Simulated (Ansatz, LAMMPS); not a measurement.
# Electronic structure of amorphous poly(propylene oxide) (as short chains C35O12H72) at 380 K (238 atoms)

Wanted: forces, charges and levels of amorphous poly(propylene oxide) (as short chains C35O12H72) at 380 K (238 atoms).

Main program and level: Ansatz 0.2.0; Kohn-Sham DFT, LDA, PAW (set soft_2), plane waves.

## (1) Set-up

The cell holds 238 atoms: 70 C, 24 O and 144 H. Its edges and angles: a = 13.445 Å, b = 13.445 Å, c = 13.445 Å, α = 90.0°, β = 90.0°, γ = 90.0°. 2 poly(propylene oxide) chains of 11 units with methyl end groups placed at random, at 0.936 g/cm³; overlaps pushed apart, then 20 ps at 800 K with MMFF94 bonds, angles, torsions, charges and radii (Halgren, J. Comput. Chem. 17, 490 (1996)) in harmonic and 12-6 forms. Snapshot after 30 ps at 380 K and fixed volume.

What the set-up can't give: The network of contacts between molecules at the start is that of the classical potential that made the cell, and needn't be the one that DFT or experiment would give. The functional has no dispersion term, which matters for the binding between molecules or layers, where LDA binds through overlap of densities alone. The density was typed from a rule of thumb and may lie off the real one at this temperature. Sampling is at Γ alone, for a cell whose shortest periodic width is 13 Å.

## (2) The classical run that made the cell

A classical potential supplies the starting structure, since it reaches far longer times than DFT.

This step: classical MD, MMFF94 bonds, angles, torsions, charges and radii (Halgren, J. Comput. Chem. 17, 490 (1996)) in harmonic and 12-6 forms; charges of ions scaled by 0.8 (LAMMPS 22 Jul 2025 - Update 4).

Input file in.lmp:

```
# amorphous poly(propylene oxide)
units real
atom_style full
boundary p p p
bond_style harmonic
angle_style harmonic
dihedral_style opls
improper_style harmonic
special_bonds lj 0 0 0.5 coul 0 0 0.75
read_data data.lmp
neigh_modify delay 0 every 1 check yes one 4000
comm_modify cutoff 12.0
timestep 0.5
thermo_style custom step time temp pe press density
thermo_modify norm yes
# push overlapping molecules apart
pair_style soft 2.6
pair_coeff * * 0.0
variable a equal ramp(1,60)
fix ad all adapt 1 pair soft a * * v_a
velocity all create 800 865062 mom yes dist gaussian
fix lim all nve/limit 0.03
fix lan all langevin 800 800 50 865063 zero yes
thermo 1000
run 3000 post no
unfix ad
pair_style lj/cut/coul/long 9.0
pair_modify mix arithmetic tail yes
pair_coeff 1 1 0.0678 3.3680   # C
pair_coeff 2 2 0.0763 3.0430   # O
pair_coeff 3 3 0.0216 2.5400   # H
kspace_style pppm 1.0e-4
thermo 100
minimize 1e-5 1e-3 300 3000
# [... 15 lines left out ...]
compute msd all msd com yes
thermo 7500
fix md all nvt temp 380 380 100
run 30000 post no
print "== T380: mean square displacement over the hold $(c_msd[4]:%.2f) A^2"
unfix md
uncompute msd
write_dump all custom T380.dump id type xs ys zs modify sort id
```

The run is started by

```bash
$ lmp -in in.lmp -log none -nocite
```

What it wrote:

```text
LAMMPS (22 Jul 2025 - Update 4)
Reading data file ...
  orthogonal box = (0 0 0) to (13.44478 13.44478 13.44478)
  238 atoms
  orthogonal box = (0 0 0) to (13.44478 13.44478 13.44478)
  236 bonds
  444 angles
  540 dihedrals
   Step          Time           Temp          PotEng         Press         Density
         0   0              800            1.158829      -3233.7703      0.93600074
      1000   500            599.13439      3.3000565      28271.084      0.93600074
      2000   1000           628.23755      3.0673835      29414.84       0.93600074
      3000   1500           579.4193       3.3440322      24764.413      0.93600074
Loop time of 0.530091 s on 1 MPI rank(s) for 3000 steps with 238 atoms
PPPM initialization ...
  G vector (1/distance) = 0.26847781
  grid = 6 6 6
  estimated relative force accuracy = 4.0765108e-05
   Step          Time           Temp          PotEng         Press         Density
      3000   1500           579.4193       3.6690648     -11182.185      0.93600074
      3100   1550           579.4193       1.7228677      8157.1648      0.93600074
      3200   1600           579.4193       1.6771669      6645.3289      0.93600074
      3300   1650           579.4193       1.6633061      7349.7965      0.93600074
Loop time of 0.649927 s on 1 MPI rank(s) for 300 steps with 238 atoms
[... 2 lines left out ...]
  Energy initial, next-to-last, final =
      3.66906476124685   1.66337733933023   1.66330610352989
  Force two-norm initial, final = 780.22034 4.1596572
  Iterations, force evaluations = 300 600
   Step          Time           Temp          PotEng         Press         Density
         0   0              800            1.6633061      10280.838      0.93600074
      1000   500            605.73227      3.5113168      4156.685       0.93600074
      2000   1000           612.68761      3.4356447      3785.2566      0.93600074
Loop time of 1.59102 s on 1 MPI rank(s) for 2000 steps with 238 atoms
   Step          Time           Temp          PotEng         Press         Density
      2000   1000           612.68761      3.4356447      3785.2566      0.93600074
[... 5 lines left out ...]
Loop time of 18.0068 s on 1 MPI rank(s) for 20000 steps with 238 atoms
   Step          Time           Temp          PotEng         Press         Density
[... 4 lines left out ...]
Loop time of 17.4024 s on 1 MPI rank(s) for 20000 steps with 238 atoms
   Step          Time           Temp          PotEng         Press         Density
[... 2 lines left out ...]
     52500   51500          361.0855       2.7547624     -41.561125      0.93600074
     60000   59000          386.95525      2.7400387      2122.0152      0.93600074
     67500   66500          419.04789      2.7496312      6699.6402      0.93600074
     72000   71000          385.11748      2.7450556      326.95967      0.93600074
Loop time of 25.4954 s on 1 MPI rank(s) for 30000 steps with 238 atoms
== T380: mean square displacement over the hold 10.08 A^2
```

Run time: 64 s. Hardware: 1 thread of Arm Neoverse V2, shared host; peak memory 0.13 GiB.

The input also reads data.lmp (atoms, bonds and types; not printed here).

## (3) Plane-wave single point

The electrons are solved once, with the atoms held.

Input file input.yaml:

```yaml
crystal:
  lattice:
    - [13.44478, 0.0, 0.0]
    - [0.0, 13.44478, 0.0]
    - [0.0, 0.0, 13.44478]
  atoms:
    - { symbol: C, position: [0.73613, 0.38319, 0.26418] }
    - { symbol: O, position: [0.70606, 0.30309, 0.20294] }
    - { symbol: C, position: [0.6024, 0.31258, 0.18394] }
    - { symbol: C, position: [0.57532, 0.2497, 0.0934] }
    - { symbol: C, position: [0.60433, 0.14225, 0.1175] }
    - { symbol: O, position: [0.63614, 0.2706, 0.01023] }
    - { symbol: C, position: [0.6319, 0.37785, 0.98904] }
    - { symbol: C, position: [0.6465, 0.39985, 0.87902] }
    - { symbol: C, position: [0.6016, 0.50007, 0.8471] }
    - { symbol: O, position: [0.74814, 0.39787, 0.838] }
    - { symbol: C, position: [0.81803, 0.32257, 0.87783] }
    - { symbol: C, position: [0.91896, 0.335, 0.82533] }
    - { symbol: C, position: [0.97593, 0.42551, 0.86147] }
    - { symbol: O, position: [0.98298, 0.24432, 0.83882] }
    - { symbol: C, position: [0.07566, 0.25575, 0.79973] }
    - { symbol: C, position: [0.13552, 0.15791, 0.79459] }
    - { symbol: C, position: [0.1246, 0.0901, 0.8774] }
    - { symbol: O, position: [0.23616, 0.17969, 0.7809] }
    - { symbol: C, position: [0.25469, 0.21838, 0.68478] }
    - { symbol: C, position: [0.35919, 0.18702, 0.65481] }
    - { symbol: C, position: [0.43155, 0.21579, 0.73483] }
    - { symbol: O, position: [0.39136, 0.22315, 0.56012] }
    - { symbol: C, position: [0.33163, 0.1788, 0.48069] }
    - { symbol: C, position: [0.39128, 0.19712, 0.3765] }
    - { symbol: C, position: [0.50466, 0.17283, 0.39581] }
    - { symbol: O, position: [0.37208, 0.28937, 0.32574] }
    - { symbol: C, position: [0.3711, 0.37502, 0.39113] }
    - { symbol: C, position: [0.3588, 0.46154, 0.32011] }
    - { symbol: C, position: [0.39776, 0.56644, 0.34696] }
    - { symbol: O, position: [0.25516, 0.48302, 0.30639] }
    - { symbol: C, position: [0.19324, 0.40297, 0.26976] }
    - { symbol: C, position: [0.21764, 0.36816, 0.16655] }
    [... 200 atom lines left out ...]
    - { symbol: H, position: [0.25213, 0.72655, 0.40649] }
    - { symbol: H, position: [0.12822, 0.73214, 0.4494] }
    - { symbol: H, position: [0.21154, 0.79318, 0.51899] }
    - { symbol: H, position: [0.01121, 0.956, 0.55695] }
    - { symbol: H, position: [0.99019, 0.94719, 0.42659] }
    - { symbol: H, position: [0.01612, 0.83544, 0.49257] }
kpoints:
  mp_grid: { grid: [1, 1, 1] }
hamiltonian:
  xc: lda
scf:
  occupations: { method: fermi_dirac, width: 0.025 }
output:
  forces: true
  stress: true
  populations: intrinsic
  dos:
    method: { smearing: { sigma: 0.15 } }
    de: 0.1
    projected: { site_lists: { C: [C], H: [H], O: [O] } }
  eigenvalues: true
  write_density: true
  write_potential: true
  volumetric_format: npy
```

The run is started by

```bash
$ ansatz run input.yaml --threads 8 --pin off --max-ram 15872MiB --backend cpu --events-out ev --progress --plain --runs-dir out
```

What it wrote:

```text
Engine: ansatz 0.2.0, aarch64-unknown-linux-gnu
Pseudopotentials: kind: paw
Pseudopotential: C, paw, valence charge 4, recommended cutoff 420 eV (normal), C.paw.azcp
Pseudopotential: O, paw, valence charge 6, recommended cutoff 420 eV (normal), O.paw.azcp
Pseudopotential: H, paw, valence charge 1, recommended cutoff 420 eV (normal), H.paw.azcp
[... 3 lines on functional and potentials left out ...]
Crystal: 238 atoms, lattice volume = 2430.307 Å³
Basis set: ecut = 420 eV, 47401 PW (Γ)
Bands: 522, of which v1, the nominal top of the filled ones, is band 284 counted from 1 (283 counted from 0)
Symmetry: 1 space group operations
Space group: P1 (ITA 1), of the structure as read, at distance tolerance 1.3e-4 Å
k-points: 1
[... 9 lines on functional and potentials left out ...]
Initial density: superposition of atomic densities (neutral atoms: chi_scale 0, normalization atom), corrected by the library's trained network
Initial wavefunctions: pseudopotential atomic-orbital guess
Functional: x = slater, c = lda
SCF iter   1: F=—  HF=-32569.350608 eV  |F-HF|=—  |Δ(HF+E_count)|=         —  Δρ=9.57e-3  dr2=1.75e0  ethr=1.77e-3  ⟨swp⟩=6.0  Hψ=2401  notcnv=0  defer=56
preconditioner: auto → Resta (q_TF=auto, 2.141 Å⁻¹)  ε∞=2.3  [insulator: Δε(μ)=4.270 eV  Ē_g=15.740 eV  σ=0.025 eV  W_gap=1.00  n_scr=388 (ndim 8)  ℏωp=18.0 eV  f_vac=0.277  D(μ)=0.00/eV (n_scr^D=0)  ε∞_Penn≈2.3]
SCF iter   2: F=—  HF=-32568.878843 eV  |F-HF|=—  |Δ(HF+E_count)|=   4.72e-1  Δρ=4.03e-3  dr2=3.41e-1  ethr=3.08e-4  ⟨swp⟩=3.0  Hψ=874  notcnv=0  defer=231
SCF iter   3: F=—  HF=-32568.812485 eV  |F-HF|=—  |Δ(HF+E_count)|=   6.64e-2  Δρ=1.73e-3  dr2=6.55e-2  ethr=6.00e-5  ⟨swp⟩=3.0  Hψ=569  notcnv=0  defer=231
SCF iter   4: F=—  HF=-32568.807732 eV  |F-HF|=—  |Δ(HF+E_count)|=   4.75e-3  Δρ=5.48e-4  dr2=9.19e-3  ethr=1.15e-5  ⟨swp⟩=2.0  Hψ=582  notcnv=0  defer=231
SCF iter   5: F=—  HF=-32568.810778 eV  |F-HF|=—  |Δ(HF+E_count)|=   3.05e-3  Δρ=1.66e-4  dr2=1.35e-3  ethr=1.62e-6  ⟨swp⟩=2.0  Hψ=871  notcnv=0  defer=231
SCF iter   6: F=—  HF=-32568.812607 eV  |F-HF|=—  |Δ(HF+E_count)|=   1.83e-3  Δρ=9.10e-5  dr2=2.27e-4  ethr=2.38e-7  ⟨swp⟩=2.0  Hψ=561  notcnv=0  defer=231
SCF iter   7: F=—  HF=-32568.812851 eV  |F-HF|=—  |Δ(HF+E_count)|=   2.44e-4  Δρ=4.16e-5  dr2=4.18e-5  ethr=4.00e-8  ⟨swp⟩=2.0  Hψ=572  notcnv=0  defer=231
SCF iter   8: F=—  HF=-32568.813193 eV  |F-HF|=—  |Δ(HF+E_count)|=   3.42e-4  Δρ=1.29e-5  dr2=5.55e-6  ethr=7.36e-9  ⟨swp⟩=2.0  Hψ=806  notcnv=0  defer=234
SCF iter   9: F=—  HF=-32568.813210 eV  |F-HF|=—  |Δ(HF+E_count)|=   1.73e-5  Δρ=3.70e-6  dr2=6.48e-7  ethr=9.76e-10  ⟨swp⟩=2.0  Hψ=553  notcnv=0  defer=234
SCF iter  10: F=—  HF=-32568.813214 eV  |F-HF|=—  |Δ(HF+E_count)|=   3.41e-6  Δρ=2.60e-6  dr2=1.69e-7  ethr=1.14e-10  ⟨swp⟩=2.0  Hψ=572  notcnv=0  defer=234
SCF iter  11: F=-32568.813214 eV  HF=-32568.813214 eV  |F-HF|=8.81e-8  |Δ(HF+E_count)|=   3.51e-7  Δρ=1.08e-6  dr2=2.93e-8  ethr=1.76e-11  ⟨swp⟩=18.0  Hψ=4363  notcnv=0
SCF 1 converged in 11 iterations: F = -32568.813214 eV  dr2 = 2.93e-8
  greatest PAW one-centre occupation: 0.860 electrons in one spin orbital (limit 2), on the O atom at site 136 (counted from 0), in its partial waves of l = 0
WARN: The input density's exchange-correlation potential varies sharply where the density is thin. Do not read a vacuum level from v_tot or v_xc, or from such a field of the output density. On a cell that repeats whose density bears no net charge and no dipole along the vacuum's axis use v_es (v_loc + v_h of the components); [...]
SCF converged after 11 iterations
Free energy (F): -32568.813214 eV
Harris-Foulkes:  -32568.813214 eV  (|F-HF|=8.81e-8)
Internal energy: -32568.813214 eV  (E = F + TS)
E sigma→0 (E₀):  -32568.813214 eV
Fermi energy:    1.125736 eV
--- Per-component energies (eV) ---
  E_band       = -4606.617891
  E_kinetic    = 12535.997993
  E_local      = -48336.960160  (includes V_loc(G=0)·N_el)
  E_nonlocal   = 3407.798348
  E_hartree    = 18650.423895
  E_xc         = -6309.658805
  E_vxc        = -7997.893666  (∫ρ·V_xc dr)
  E_paw        = -10038.246166  (= ΣΔE_a)
  E_vpaw       = -1516.272671  (= ΣTr[D̂ρ^β])
  E_aug_tail   = -0.131768  (compensation charges beyond the density's cutoff)
  E_ewald      = -2484.760943
  E_core_change = 6.724391  (= ΣΔE_core)
  E_smearing   = -0.000000  (= −TS)
  E_closure    = -0.000000  (closes the sum)
  Σ components = -32568.813214   (vs F -32568.813214, Δ=0.00e0)
--- Forces (eV/Å), atoms counted from 1 ---
  atom   1  C      0.04659923     0.23170188    -1.52196375
  atom   2  O     -0.48983668     0.18969399     0.35671790
  atom   3  C      1.34615592    -0.00614997    -1.71677729
  atom   4  C      1.00783050    -1.55962223     0.76905567
  atom   5  C     -1.53477535    -0.47209851     0.65725246
  atom   6  O     -1.46896877     2.17345972    -0.43258697
  atom   7  C     -0.54175546    -1.53324192    -1.52158787
  atom   8  C      0.47158968    -0.18870380    -0.38396980
  atom   9  C      1.08857048    -1.97492401     1.20171157
  atom  10  O      0.20620405    -0.60915826     1.31502066
  atom  11  C     -0.80435245     0.08411473    -1.87482785
  atom  12  C      1.62882812     0.28428156     0.76863813
  atom  13  C     -0.71370139     0.60100931     0.57941035
  atom  14  O     -3.16947326     0.70593590     0.48336106
[...]
atom 237  H     -2.05447931     0.92316015    -1.87386832
  atom 238  H     -0.07440259     0.09526938    -0.01961909
  max |Σ_I F_I| component: 2.06e-4 eV/Å
--- Stress (GPa, compression-positive) ---
       -1.154370      -0.152298       0.508392
       -0.152298      -0.929601       0.258006
        0.508392       0.258006       0.371961
  P = ⅓ Tr σ = -0.5707 GPa (-5.707 kbar)
--- Band table (eV) ---
  k-point 0: bands = ["-21.8629", "-21.6232", "-21.5882", "-21.5482", [... 506 levels ...], "10.5729", "10.5914", "10.6270", "10.6518", "10.6723", "10.7156", "10.7682", "10.7996", "10.8052", "10.8206", "10.8326", "10.8652"]
--- intrinsic populations: 238 sites ---
  site symbol       q [e]
     0      C      4.3208
     1      O      6.3902
     2      C      4.1660
[...]
237      H      0.8456
  spilling = 0.000000 (of n_electrons = 568.000000)
```

Wall time 29 s (8 threads of Arm Neoverse V2, shared host); peak memory 3.2 GiB.

The program notes that the exchange-correlation potential is rough where the density is thin.

Read from the output:

```
free energy                                      : -32568.8132 eV
free energy per atom                             : -136.8438 eV/atom
SCF cycles                                       : 11
pressure                                         : -0.5707 GPa
r.m.s. force component                           : 1.033 eV/Å
longest force                                    : 4.387 eV/Å
Fermi energy                                     : 1.126 eV
gap (highest filled to lowest empty level) : 4.222 eV
```

Length of the force by element:

| element | coordination | atoms | mean length of the force (eV/Å) | spread | least | most |
| --- | --- | --- | --- | --- | --- | --- |
| C | all | 70 | 2.29 | 0.868 | 0.608 | 4.39 |
| H | all | 144 | 1.16 | 0.701 | 0.0382 | 3.05 |
| O | all | 24 | 1.64 | 0.716 | 0.535 | 3.28 |

Intrinsic-atomic-orbital charges by element:

| element | coordination | atoms | mean charge (e) | spread | least | most |
| --- | --- | --- | --- | --- | --- | --- |
| C | all | 70 | -0.226 | 0.250 | -0.604 | 0.0737 |
| H | all | 144 | 0.176 | 0.0178 | 0.137 | 0.227 |
| O | all | 24 | -0.399 | 0.011 | -0.421 | -0.377 |

States in the cell by windows of 1 eV, zero at the Fermi level; the larger projections on atomic orbitals stand beside the total:

| from (eV) | to (eV) | total | C p | H s | O p | C s |
| --- | --- | --- | --- | --- | --- | --- |
| -14 | -13 | 41.3 | 7.6 | 10.9 | 3.3 | 17.3 |
| -13 | -12 | 7.9 | 1.4 | 2.2 | 0.6 | 3.1 |
| -12 | -11 | 20.9 | 6.4 | 4.9 | 3.3 | 5.2 |
| -11 | -10 | 23.6 | 8.1 | 6.0 | 2.9 | 5.1 |
| -10 | -9 | 33.0 | 18.4 | 5.3 | 7.4 | 1.0 |
| -9 | -8 | 47.4 | 27.1 | 7.9 | 10.1 | 1.2 |
| -8 | -7 | 49.8 | 28.5 | 10.0 | 9.3 | 1.0 |
| -7 | -6 | 60.3 | 34.8 | 16.1 | 7.3 | 0.7 |
| -6 | -5 | 70.1 | 38.3 | 20.0 | 9.8 | 0.6 |
| -5 | -4 | 55.3 | 24.5 | 13.2 | 15.1 | 0.5 |
| -4 | -3 | 22.4 | 6.8 | 4.1 | 10.2 | 0.2 |
| -3 | -2 | 40.9 | 6.1 | 5.9 | 27.8 | 0.4 |
| -2 | -1 | 0.4 | 0.1 | 0.0 | 0.2 | 0.0 |
| -1 | 1 | 0.0 | 0.0 | 0.0 | 0.0 | 0.0 |
| 1 | 2 | 0.4 | 0.0 | 0.1 | 0.0 | 0.1 |
| 2 | 3 | 22.3 | 3.0 | 7.9 | 0.4 | 3.2 |
| 3 | 4 | 46.3 | 10.9 | 12.6 | 1.7 | 4.0 |
| 4 | 5 | 57.2 | 12.8 | 14.5 | 2.2 | 4.1 |

Between -24 and -14 eV lie 95 more states.

The levels nearest the highest filled one (over half full), pooled over k-points and spins:

| level less the highest filled one (eV) | occupation |
| --- | --- |
| -0.275 | 2 |
| -0.257 | 2 |
| -0.216 | 2 |
| -0.0977 | 2 |
| -0.06 | 2 |
| 0 | 2 |
| 4.22 | 0 |
| 4.39 | 0 |
| 4.61 | 0 |
| 4.62 | 0 |
| 4.73 | 0 |
| 4.77 | 0 |

Valence density in the bc plane at fractional x = 0.121, with atoms of C and O and H within 0.2 Å of it. It is the smooth field of the valence electrons, not physical close to the nuclei.

Values in e/Å³, 13 rows by 16 columns, each cell a mean:
```
0.1 0.5 0.3 0.0 0.0 0.0 0.0 0.0 0.0 0.3 0.5 0.3 1.0 1.0 0.2 0.0
0.8 1.7 1.0 0.3 0.5 0.4 0.0 0.1 0.0 0.3 1.3 1.0 0.3 0.2 0.0 0.1
0.1 0.6 1.7 1.2 0.9 0.4 0.0 0.1 0.0 0.1 0.4 0.2 0.0 0.0 0.0 0.0
0.0 0.4 0.7 0.2 0.2 0.1 0.0 0.1 0.0 0.0 0.1 0.0 0.0 0.0 0.0 0.0
0.0 0.0 0.0 0.0 0.0 0.0 0.0 0.0 0.0 0.0 0.0 0.0 0.0 0.0 0.0 0.0
0.0 0.0 0.0 0.0 0.0 0.0 0.0 0.4 0.7 0.5 0.1 0.0 0.0 0.0 0.1 0.1
0.1 0.0 0.0 0.1 0.1 0.0 0.1 0.6 1.6 0.8 0.1 0.3 0.3 0.1 1.6 2.7
0.1 0.0 0.0 0.1 0.1 0.0 0.0 0.1 0.5 0.2 0.0 0.3 0.4 0.5 1.2 1.5
0.0 0.0 0.0 0.0 0.0 0.1 0.2 0.1 0.0 0.0 0.0 0.0 0.1 0.8 0.5 0.0
0.0 0.0 0.1 0.5 0.4 0.1 0.6 0.6 0.0 0.0 0.0 0.0 0.0 0.0 0.0 0.0
0.0 0.0 0.3 1.5 1.1 0.9 0.2 0.1 0.0 0.0 0.0 0.0 0.0 0.0 0.0 0.0
0.0 0.0 0.3 0.6 1.4 3.5 0.4 0.0 0.0 0.0 0.0 0.0 0.1 0.1 0.0 0.0
0.0 0.1 0.1 0.0 0.1 0.1 0.0 0.0 0.0 0.0 0.0 0.1 0.9 1.3 0.5 0.0
```
Columns run along b (13.4 Å), rows up along c (13.4 Å). Atoms in or near the plane, at fractional coordinates: C at (0.16, 0.79), C at (0.09, 0.88), O at (0.32, 0.12), C at (0.22, 0.17), H at (0.30, 0.85), H at (0.11, 0.73), H at (0.43, 0.27), C at (0.53, 0.51), C at (0.81, 0.99), O at (0.94, 0.46), H at (0.54, 0.43), H at (0.84, 0.34), H at (0.73, 0.45).

(Continued in part 2 of 2.)

[Logs are printed without paths, hosts, clocks, repeated set-up lines and the standing remarks that a program may print on its own settings, such as how far it seeks lower states.]

[Hosts, paths, dates, database ids (printed as entryN), source tags and the programs' standing remarks are cut or masked in the printed files.]

[The MMFF94 radii named for the starting cell were scaled by 0.96; in molecules described by MMFF94, hydrogen bound to N, O or S took a small fixed 12-6 site in their place.]
